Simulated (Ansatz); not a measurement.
# Decaying states in the gap of HfBeF6, part 2 of 3

A new crystal, HfBeF6: structure, gap and complex bands. It is built by putting Be for Mg, Hf for Zr in the MgZrF6 structure of space group Fm-3m, with the volume rescaled by atomic radii. The parent structure comes from the Materials Project.

Ansatz 0.2.0; r2SCAN DFT, plane waves, PAW files (the session's first sound run).

So far. Step 2 (Cell and atoms at rest): The largest force component on a free atom ends at 0.0021 eV/Å.

The structure was built from a prototype and need not be the compound's stable phase.

## (3) The bulk crystal and its band edges

The energy window and the wavevectors of the next steps follow from the band edges, so these are searched first, off the mesh as well.

input.yaml

```yaml
crystal:
  lattice:
    - [0.0, 3.7414220571, 3.7414220571]
    - [3.7414220571, 0.0, 3.7414220571]
    - [3.7414220571, 3.7414220571, 0.0]
  atoms:
    - { symbol: Be, position: [0.5, 0.5, 0.5] }
    - { symbol: Hf, position: [0.0, 0.0, 0.0] }
    - { symbol: F, position: [0.7331926695, 0.2668073305, 0.2668073305] }
    - { symbol: F, position: [0.2668073305, 0.7331926695, 0.7331926695] }
    - { symbol: F, position: [0.2668073305, 0.7331926695, 0.2668073305] }
    - { symbol: F, position: [0.7331926695, 0.2668073305, 0.7331926695] }
    - { symbol: F, position: [0.2668073305, 0.2668073305, 0.7331926695] }
    - { symbol: F, position: [0.7331926695, 0.7331926695, 0.2668073305] }
kpoints:
  mp_grid: { grid: [6, 6, 6] }
  band_path: { path: [VBM, CBM], npoints: 30 }
scf:
  occupations: { method: fixed }
hamiltonian:
  xc: r2scan
output:
  eigenvalues: true
  write_potential: true
  write_density: true
  volumetric_format: npy
  elf: true
```

Started as:

```bash
$ ansatz run input.yaml --threads 2 --pin off --max-ram 4096MiB --backend cpu --events-out ev --progress --plain --runs-dir out
```

Numbers of over 12 decimals in the logs are rounded to 6 here.

The log of the run:

```text
[...]
Crystal: 8 atoms, lattice volume = 104.747 Å³
Basis set: ecut = 500 eV, 2685 PW (Γ), exchange–correlation on 160×160×160 points (64 copies of the dense FFT grid, shifted against one another)
Bands: 43, of which v1, the nominal top of the filled ones, is band 35 counted from 1 (34 counted from 0)
Symmetry: 48 space group operations
[...]
k-points: 16 of 216
[...]
SCF iter   1: F=—  HF=-20697.260206 eV  |F-HF|=—  |Δ(HF+E_count)|=         —  Δρ=1.06e-2  dr2=1.05e-1  dr2_τ=3.13e-1  ethr=1.77e-3  ⟨swp⟩=4.0  Hψ=2283  notcnv=0  defer=72
[...]
SCF iter   7: F=-20697.397289 eV  HF=-20697.397289 eV  |F-HF|=3.05e-7  |Δ(HF+E_count)|=   4.33e-7  Δρ=9.04e-6  dr2=7.87e-8  dr2_τ=6.20e-9  ethr=1.43e-10  ⟨swp⟩=8.4  Hψ=3179  notcnv=0
SCF 1 converged in 7 iterations: F = -20697.397289 eV  dr2 = 7.87e-8
[...]
NSCF: frozen V_eff on 16 k-points
[...]
SCF converged after 7 iterations
Free energy (F): -20697.397289 eV
[...]
Internal energy: -20697.397289 eV  (E = F + TS)
E sigma→0 (E₀):  -20697.397289 eV
Fermi energy:    1.529533 eV
[...]
--- Band table (eV; the first three rows and the last of 16) ---
  k-point 0: bands = [... 31 lower, 0.8619, 1.5295, 1.5295, 1.5295, 9.6249, 9.6249, 9.6249, 10.0402, ... 4 higher]
  k-point 1: bands = [... 31 lower, 0.8595, 1.4482, 1.4482, 1.4772, 9.6371, 9.6790, 9.6790, 10.3902, ... 4 higher]
  k-point 2: bands = [... 31 lower, 0.8965, 1.2495, 1.2495, 1.3426, 9.6569, 9.7827, 9.7827, 11.3096, ... 4 higher]
  k-point 15: bands = [... 31 lower, 0.6532, 0.6700, 0.9515, 1.3792, 9.7016, 9.8850, 9.9794, 12.8764, ... 4 higher]
```

The job ended after 7.8 s (2 threads of Intel Xeon Platinum 8488C (Sapphire Rapids), shared host; peak memory 0.66 GiB; 15 s of CPU time).

Reading the cycles: dr2 is the Hartree energy of the density residual (eV), the measure of convergence; HF is the Harris–Foulkes estimate of the energy, which meets the free energy F at convergence.

Numbers from this step:

| Item | Value |
| --- | --- |
| Fermi energy | 1.530 eV |
| gap on the k-mesh | 8.083 eV |
| gap on path | 8.083 eV, by band count; negative where bands overlap |
| direct gap on path | 8.090 eV |
| edge places on path | 0, 0.8397 1/A along the path |

Electronic bands along the path, in eV, zero at the Fermi level (highest filled level under fixed occupations); # counts the bands kept:

| point | #11 | #12 | #13 | #14 | #15 | #16 | #17 | #18 |
| --- | --- | --- | --- | --- | --- | --- | --- | --- |
| VBM | -0.80 | -0.80 | -0.67 | -0.67 | -0.67 | 0.00 | 0.00 | 0.00 |
| halfway | -1.11 | -1.11 | -0.89 | -0.71 | -0.71 | -0.34 | -0.34 | 0.00 |
| CBM | -1.44 | -1.39 | -1.22 | -1.22 | -0.98 | -0.69 | -0.69 | -0.01 |

Valence density in the ac plane of the conventional cell at fractional y = 0.000, with atoms of Be and Hf and F within 0.2 Å of it. It is the smooth field of the valence electrons, not physical close to the nuclei.

Ten steps, logarithmic in the rise over the least value, from '0' (0 e/Å³) to '9' (31 e/Å³), each cell a mean:
```
974257641000125763368
652124321111013432146
321011101232101110013
421000001465300000023
652000002677410000136
762000002576310000147
641000001343200000135
321011001232100110012
111234212566312343101
001467524798623675210
002477535899634776310
001356423687523564210
210122111354211221111
431000001232100000024
752000001455200000136
752000002677410000147
541000002576310000125
321000001344200000012
431112210121111221124
863245531000124652257
984357742000136764369
```
Columns run along a (7.5 Å), rows up along c (7.5 Å), edges of the conventional cell, whose origin can differ from the input's. Atoms in or near the plane, at fractional coordinates: Be at (0.50, 0.00), Be at (0.00, 0.50), Hf at (0.00, 0.00), Hf at (0.50, 0.50), F at (0.27, 0.00), F at (0.77, 0.50), F at (0.73, 0.00), F at (0.23, 0.50), F at (0.00, 0.27), F at (0.50, 0.77), F at (0.50, 0.23), F at (0.00, 0.73).

ELF in the ac plane of the conventional cell at fractional y = 0.000, with atoms of Be and Hf and F within 0.2 Å of it. It is the smooth field of the valence electrons, not physical close to the nuclei.

Ten even steps from '_' (0.00) to '@' (0.83), each cell a mean:
```
@@@@====%%%%%%@@++______--%%@@%%%%##--%%@@
%%**::--%%@@@@**::..----..==%%@@@@++..++%%
--::__..==**==....**%%##--..--++++::__..--
##**==..__..__..++@@@@@@##::__....__::++##
%%@@##::______--%%@@**%%@@++..____..++@@%%
**@@%%::______--##@@%%%%@@++______..++@@%%
@@@@++..__..__..==**####++::____..__--%%@@
%%**....==**--....::----..__::++++::..==%%
==..::**@@@@##::::**%%##==..++@@@@##--..--
__..++@@%%%%%%==++@@@@@@##--##%%%%@@##--__
__..##@@####%%==++@@@@@@%%--##%%**@@%%--__
....==%%@@@@%%--==%%@@@@**::**@@@@@@**..__
**--..--##%%**....==++++::..==##%%++..::++
@@%%--__::--..__..--====::....----....**@@
%%@@##::______..**%%%%%%##--________==@@%%
**@@%%--______--%%@@##%%@@**..____..**@@%%
%%%%**..______::##@@##%%@@==________==%%%%
==--..__..--::__--%%@@@@**....::::....--==
++--....**%%##--..==##++::..++%%##==__::==
@@%%----%%@@@@%%--........**@@@@@@**::**@@
@@@@++==%%**%%@@**..____==%%@@**%%##--%%@@
```
Columns run along a (7.5 Å), rows up along c (7.5 Å), edges of the conventional cell, whose origin can differ from the input's. Atoms in or near the plane, at fractional coordinates: Be at (0.50, 0.00), Be at (0.00, 0.50), Hf at (0.00, 0.00), Hf at (0.50, 0.50), F at (0.27, 0.00), F at (0.77, 0.50), F at (0.73, 0.00), F at (0.23, 0.50), F at (0.00, 0.27), F at (0.50, 0.77), F at (0.50, 0.23), F at (0.00, 0.73).

Electrostatic potential energy in the ac plane of the conventional cell at fractional y = 0.000, with atoms of Be and Hf and F within 0.2 Å of it. With pseudopotentials it is smooth inside the atoms' cores, unlike the true potential.

Ten even steps from '0' (-39 eV) to '9' (11 eV), each cell a mean:
```
103730157301672016510
125875688655897568741
567899999877999999875
579999999513799999986
049999998200599999961
028999998301699999950
159999999756899999972
689999987655789999997
578866885211478657986
037510373010156103751
027400263021155001750
258732574100267325863
789988986433579889987
479999998767889999985
039999999523899999961
028999998200699999950
259999998301699999973
678999999745899999887
347898999877899899753
014752378523785247620
103620047200561005511
```
Columns run along a (7.5 Å; values clipped at the 3rd and 97th percentile), rows up along c (7.5 Å), edges of the conventional cell, whose origin can differ from the input's. Atoms in or near the plane, at fractional coordinates: Be at (0.50, 0.00), Be at (0.00, 0.50), Hf at (0.00, 0.00), Hf at (0.50, 0.50), F at (0.27, 0.00), F at (0.77, 0.50), F at (0.73, 0.00), F at (0.23, 0.50), F at (0.00, 0.27), F at (0.50, 0.77), F at (0.50, 0.23), F at (0.00, 0.73).

The searched edges give 8.08 eV, as on the mesh.

## (4) Decaying states in the gap, plane (110), k-mesh 8×8×8

This step: r2SCAN DFT, plane waves, PAW files; complex bands by layer matching along the plane's normal (Ansatz 0.2.0).

The same crystal is laid in a cell whose first two vectors span the (110) plane (indices of the standard conventional cell, whose axes can be ordered otherwise than in the bulk input). At fixed energy and wavevector in the plane the solver finds all kz, real and complex. A few wavevectors are listed, (0, 0) and (-0.5, 0) in units of the plane's reciprocal vectors; the slowest state needn't be among them.

input.yaml

```yaml
crystal:
  lattice:
    - [5.291169816, 0.0, 0.0]
    - [0.0, 7.482844114, 0.0]
    - [2.645584908, 3.741422057, 2.645584908]
  atoms:
    - { symbol: Be, position: [0.0, 0.5, 0.0] }
    - { symbol: Hf, position: [0.0, 0.0, 0.0] }
    - { symbol: F, position: [0.466385339, 0.7331926695, 0.533614661] }
    - { symbol: F, position: [0.533614661, 0.2668073305, 0.466385339] }
    - { symbol: F, position: [0.0, 0.7331926695, 0.533614661] }
    - { symbol: F, position: [0.0, 0.2668073305, 0.466385339] }
    - { symbol: F, position: [0.0, 0.2668073305, 0.0] }
    - { symbol: F, position: [0.0, 0.7331926695, 0.0] }
kpoints:
  mp_grid: { grid: [8, 8, 8] }
scf:
  occupations: { method: fixed }
hamiltonian:
  xc: r2scan
output:
  eigenvalues: true
  transmission:
    leads: [[0, 0]]
    kpoints: [[0.0, 0.0], [-0.5, 0.0]]
    e_range: [-1.0, 9.08]
    de: 0.2
```

The log of the run:

```text
[...]
Crystal: 8 atoms, lattice volume = 104.747 Å³
Basis set: ecut = 500 eV, 2685 PW (Γ), exchange–correlation on 160×240×160 points (64 copies of the dense FFT grid, shifted against one another)
Bands: 43, of which v1, the nominal top of the filled ones, is band 35 counted from 1 (34 counted from 0)
Symmetry: 48 space group operations
[...]
k-points: 29 of 512
[...]
SCF iter   1: F=—  HF=-20697.260032 eV  |F-HF|=—  |Δ(HF+E_count)|=         —  Δρ=1.06e-2  dr2=1.05e-1  dr2_τ=3.13e-1  ethr=1.77e-3  ⟨swp⟩=4.0  Hψ=4131  notcnv=0  defer=137
[...]
SCF iter   7: F=-20697.397239 eV  HF=-20697.397239 eV  |F-HF|=3.01e-7  |Δ(HF+E_count)|=   4.50e-7  Δρ=8.71e-6  dr2=7.41e-8  dr2_τ=5.62e-9  ethr=1.43e-10  ⟨swp⟩=8.5  Hψ=5816  notcnv=0
SCF 1 converged in 7 iterations: F = -20697.397239 eV  dr2 = 7.41e-8
[...]
transmission: 4 of 8 steps passed
transmission: 8 of 8 steps passed
SCF converged after 7 iterations
Free energy (F): -20697.397239 eV
[...]
Internal energy: -20697.397239 eV  (E = F + TS)
E sigma→0 (E₀):  -20697.397239 eV
Fermi energy:    1.529542 eV
[...]
--- Band table (eV; the first three rows and the last of 29) ---
  k-point 0: bands = [... 31 lower, 0.8619, 1.5295, 1.5295, 1.5295, 9.6249, 9.6249, 9.6249, 10.0402, ... 4 higher]
  k-point 1: bands = [... 31 lower, 0.8610, 1.3772, 1.4230, 1.4659, 9.6465, 9.6994, 9.7051, 10.5559, ... 4 higher]
  k-point 2: bands = [... 31 lower, 0.9142, 1.1101, 1.1702, 1.2574, 9.7436, 9.7761, 9.8469, 11.8595, ... 4 higher]
  k-point 28: bands = [... 31 lower, 0.5059, 0.5138, 1.1975, 1.1975, 9.7924, 9.7924, 9.9793, 13.0955, ... 4 higher]
--- Transmission ---
  basis      : 409 plane waves across, 4 finite elements along
  points     : 2, as listed
  energies   : 51 from -1.000000 to 9.000000 eV about the Fermi level, 0.200000 eV apart; the leads are filled to 4.041368 eV, and channels, transmission and decay are at 4.000000 eV
  crystal 0  : Be1Hf1F6, at the sites [0, 0], period 2.6456 Å: whole cells are its period
    offset         : up to 0.0000 Å between an atom of the period and one for which it stands
    channels       : 0.000000e0 a spin
    conductance    : none, the energies end too early or step too widely for 300 K: set another output.transmission.e_range or a lower de, or, where they end at an eighth of basis.ecutwfc, a higher one
    slowest decay  : 0.5764 /Å at (0.0000, 0.0000)
```

Run time: 91 s. Hardware: 2 threads; peak memory 1.9 GiB; 3 min of CPU time.

Numbers from this step:

| Property | Result |
| --- | --- |
| free energy | -20697.3972 eV |
| level to which the leads are filled | 4.041 eV from the Fermi level |
| decay constant at the filling level, zone centre | 0.5764 Å⁻¹ |
| decay constant at the filling level, slowest listed point | 0.5764 Å⁻¹ |

K parallel (0, 0); values up to 1.5 1/Å, a degenerate pair printed once or twice; energies at which all values exceed this have no row. Im kz of the slowest decaying states against energy, zero at the highest filled level on the SCF mesh:

```csv
energy (eV),decay 1 (Å⁻¹),decay 2 (Å⁻¹),decay 3 (Å⁻¹),decay 4 (Å⁻¹)
-1.00,0.0516,0.343,0.467,0.633
-0.60,0.11,0.120,0.132,0.245
0.00,0.0210,0.0261,0.0285,0.0676
0.60,0.422,0.432,0.516,0.521
1.00,0.464,0.476,0.636,0.636
1.40,0.497,0.511,0.676,0.717
2.00,0.533,0.550,0.700,0.805
2.60,0.557,0.577,0.718,0.867
3.00,0.567,0.590,0.727,0.899
3.40,0.574,0.600,0.734,0.925
4.00,0.576,0.609,0.740,0.905
4.60,0.571,0.610,0.742,0.875
5.00,0.562,0.607,0.741,0.850
5.40,0.549,0.601,0.739,0.82
6.00,0.521,0.585,0.731,0.767
6.60,0.477,0.556,0.699,0.719
7.00,0.438,0.526,0.641,0.708
7.40,0.386,0.476,0.562,0.656
8.00,0.235,0.239,0.302,0.310
8.60,0.348,0.483,0.618,0.642
9.00,0.553,0.604,0.618,0.662
```

K parallel (-0.5, 0); values up to 1.5 1/Å, a degenerate pair printed once or twice; energies at which all values exceed this have no row. Table of Im kz of the slowest decaying states by energy, zero at the highest filled level on the SCF mesh:

```csv
energy (eV),decay 1 (Å⁻¹),decay 2 (Å⁻¹),decay 3 (Å⁻¹),decay 4 (Å⁻¹)
-1.000,0.0719,0.602,-,-
-0.600,0.0834,0.277,0.279,0.530
0.000,0.0962,0.271,0.484,0.622
0.400,0.367,0.603,0.684,0.719
1.000,0.450,0.733,0.762,0.988
1.400,0.488,0.793,0.814,1.15
2.000,0.529,0.848,0.897,1.10
2.400,0.550,0.876,0.944,1.09
3.000,0.572,0.912,0.997,1.08
3.400,0.582,0.931,1.02,1.08
4.000,0.592,0.955,1.05,1.08
4.400,0.594,0.969,1.06,1.07
5.000,0.592,0.984,1.05,1.07
5.400,0.587,0.990,1.03,1.06
6.000,0.573,0.992,0.992,1.05
6.400,0.557,0.961,0.980,1.01
7.000,0.520,0.895,0.901,0.914
7.400,0.479,0.777,0.845,0.847
8.000,0.332,0.342,0.721,0.731
8.400,0.648,0.655,0.978,0.992
9.000,0.520,0.531,0.670,0.685
```

At the listed wavevectors the last open channel is at -0.20 eV and the next at +8.20 eV on the grid. At +4.00 eV, the grid energy nearest the filling level (the middle of the gap on the SCF mesh), the slowest state at the listed wavevectors decays with κ = 0.576 Å⁻¹, its amplitude falling by e over 1.7 Å. Through 1 nm of this crystal that state's transmission falls by exp(−2 × 0.576 Å⁻¹ × 10 Å) = 9.9e-6.

## (5) Decay over the two-dimensional zone

The listed points could miss the slowest state, so one energy near mid-gap is solved on a mesh of 8×8.

input.yaml, as its differences from that of step 4:

```diff
@@ -22,6 +22,2 @@
   eigenvalues: true
-  transmission:
-    leads: [[0, 0]]
-    kpoints: [[0.0, 0.0], [-0.5, 0.0]]
-    e_range: [-1.0, 9.08]
-    de: 0.2
+  transmission: { leads: [[0, 0]], kmesh: [8, 8], e_range: [4.04, 4.05], de: 0.05 }
```

The log of the run:

```text
[...]
Crystal: 8 atoms, lattice volume = 104.747 Å³
Basis set: ecut = 500 eV, 2685 PW (Γ), exchange–correlation on 160×240×160 points (64 copies of the dense FFT grid, shifted against one another)
Bands: 43, of which v1, the nominal top of the filled ones, is band 35 counted from 1 (34 counted from 0)
Symmetry: 48 space group operations
[...]
k-points: 29 of 512
[...]
SCF iter   1: F=—  HF=-20697.260032 eV  |F-HF|=—  |Δ(HF+E_count)|=         —  Δρ=1.06e-2  dr2=1.05e-1  dr2_τ=3.13e-1  ethr=1.77e-3  ⟨swp⟩=4.0  Hψ=4131  notcnv=0  defer=137
[...]
SCF iter   7: F=-20697.397239 eV  HF=-20697.397239 eV  |F-HF|=3.01e-7  |Δ(HF+E_count)|=   4.50e-7  Δρ=8.71e-6  dr2=7.41e-8  dr2_τ=5.62e-9  ethr=1.43e-10  ⟨swp⟩=8.5  Hψ=5816  notcnv=0
SCF 1 converged in 7 iterations: F = -20697.397239 eV  dr2 = 7.41e-8
[...]
transmission: 16 of 100 steps passed
transmission: 32 of 100 steps passed
[...]
transmission: 100 of 100 steps passed
SCF converged after 7 iterations
Free energy (F): -20697.397239 eV
[...]
Internal energy: -20697.397239 eV  (E = F + TS)
E sigma→0 (E₀):  -20697.397239 eV
Fermi energy:    1.529542 eV
[...]
--- Band table (eV; the first three rows and the last of 29) ---
  k-point 0: bands = [... 31 lower, 0.8619, 1.5295, 1.5295, 1.5295, 9.6249, 9.6249, 9.6249, 10.0402, ... 4 higher]
  k-point 1: bands = [... 31 lower, 0.8610, 1.3772, 1.4230, 1.4659, 9.6465, 9.6994, 9.7051, 10.5559, ... 4 higher]
  k-point 2: bands = [... 31 lower, 0.9142, 1.1101, 1.1702, 1.2574, 9.7436, 9.7761, 9.8469, 11.8595, ... 4 higher]
  k-point 28: bands = [... 31 lower, 0.5059, 0.5138, 1.1975, 1.1975, 9.7924, 9.7924, 9.9793, 13.0955, ... 4 higher]
--- Transmission ---
  basis      : 409 plane waves across, 4 finite elements along
  points     : 25, standing for a mesh of 8 x 8
  energies   : 1 from 4.040000 to 4.040000 eV about the Fermi level; the leads are filled to 4.041368 eV, and channels, transmission and decay are at 4.040000 eV
  crystal 0  : Be1Hf1F6, at the sites [0, 0], period 2.6456 Å: whole cells are its period
[...]
channels       : 0.000000e0 a spin
    conductance    : none, crystal 0 has no channel at the energies, or these end too early or step too widely for 300 K: set another output.transmission.e_range or a lower de, or, where they end at an eighth of basis.ecutwfc, a higher one
    slowest decay  : 0.5762 /Å at (0.0000, 0.0000)
```

It took 76 s on 2 threads; peak memory 1.6 GiB; 2.5 min of CPU time.

Numbers from this step:

| Quantity | Value |
| --- | --- |
| least decay constant on the mesh | 0.5762 Å⁻¹ |

Slowest decay constant (1/Å; 0 where a channel is open) over k1 and k2. At 4.0400 eV from the Fermi level.

Ten even steps from '0' (0.576) to '9' (0.603):
```
55677765
55544455
55421245
65310135
55421245
55544455
55677765
45899985
```
Columns: k1 (b1) from -0.5 to 0.375; rows upwards: k2 (b2) from -0.5 to 0.375.

The least value on the mesh is 0.576 Å⁻¹ at +4.04 eV. At that energy the listed points give about 0.576 Å⁻¹ by interpolation, so the mesh holds no clearly slower state.

[end of part 2 of 3]

[Logs are printed without paths, hosts, clocks, repeated set-up lines and the standing remarks that a program may print on its own settings, such as how far it seeks lower states.]

[Hosts, paths, dates, database ids (printed as entryN), source tags and the programs' standing remarks are cut or masked in the printed files.]
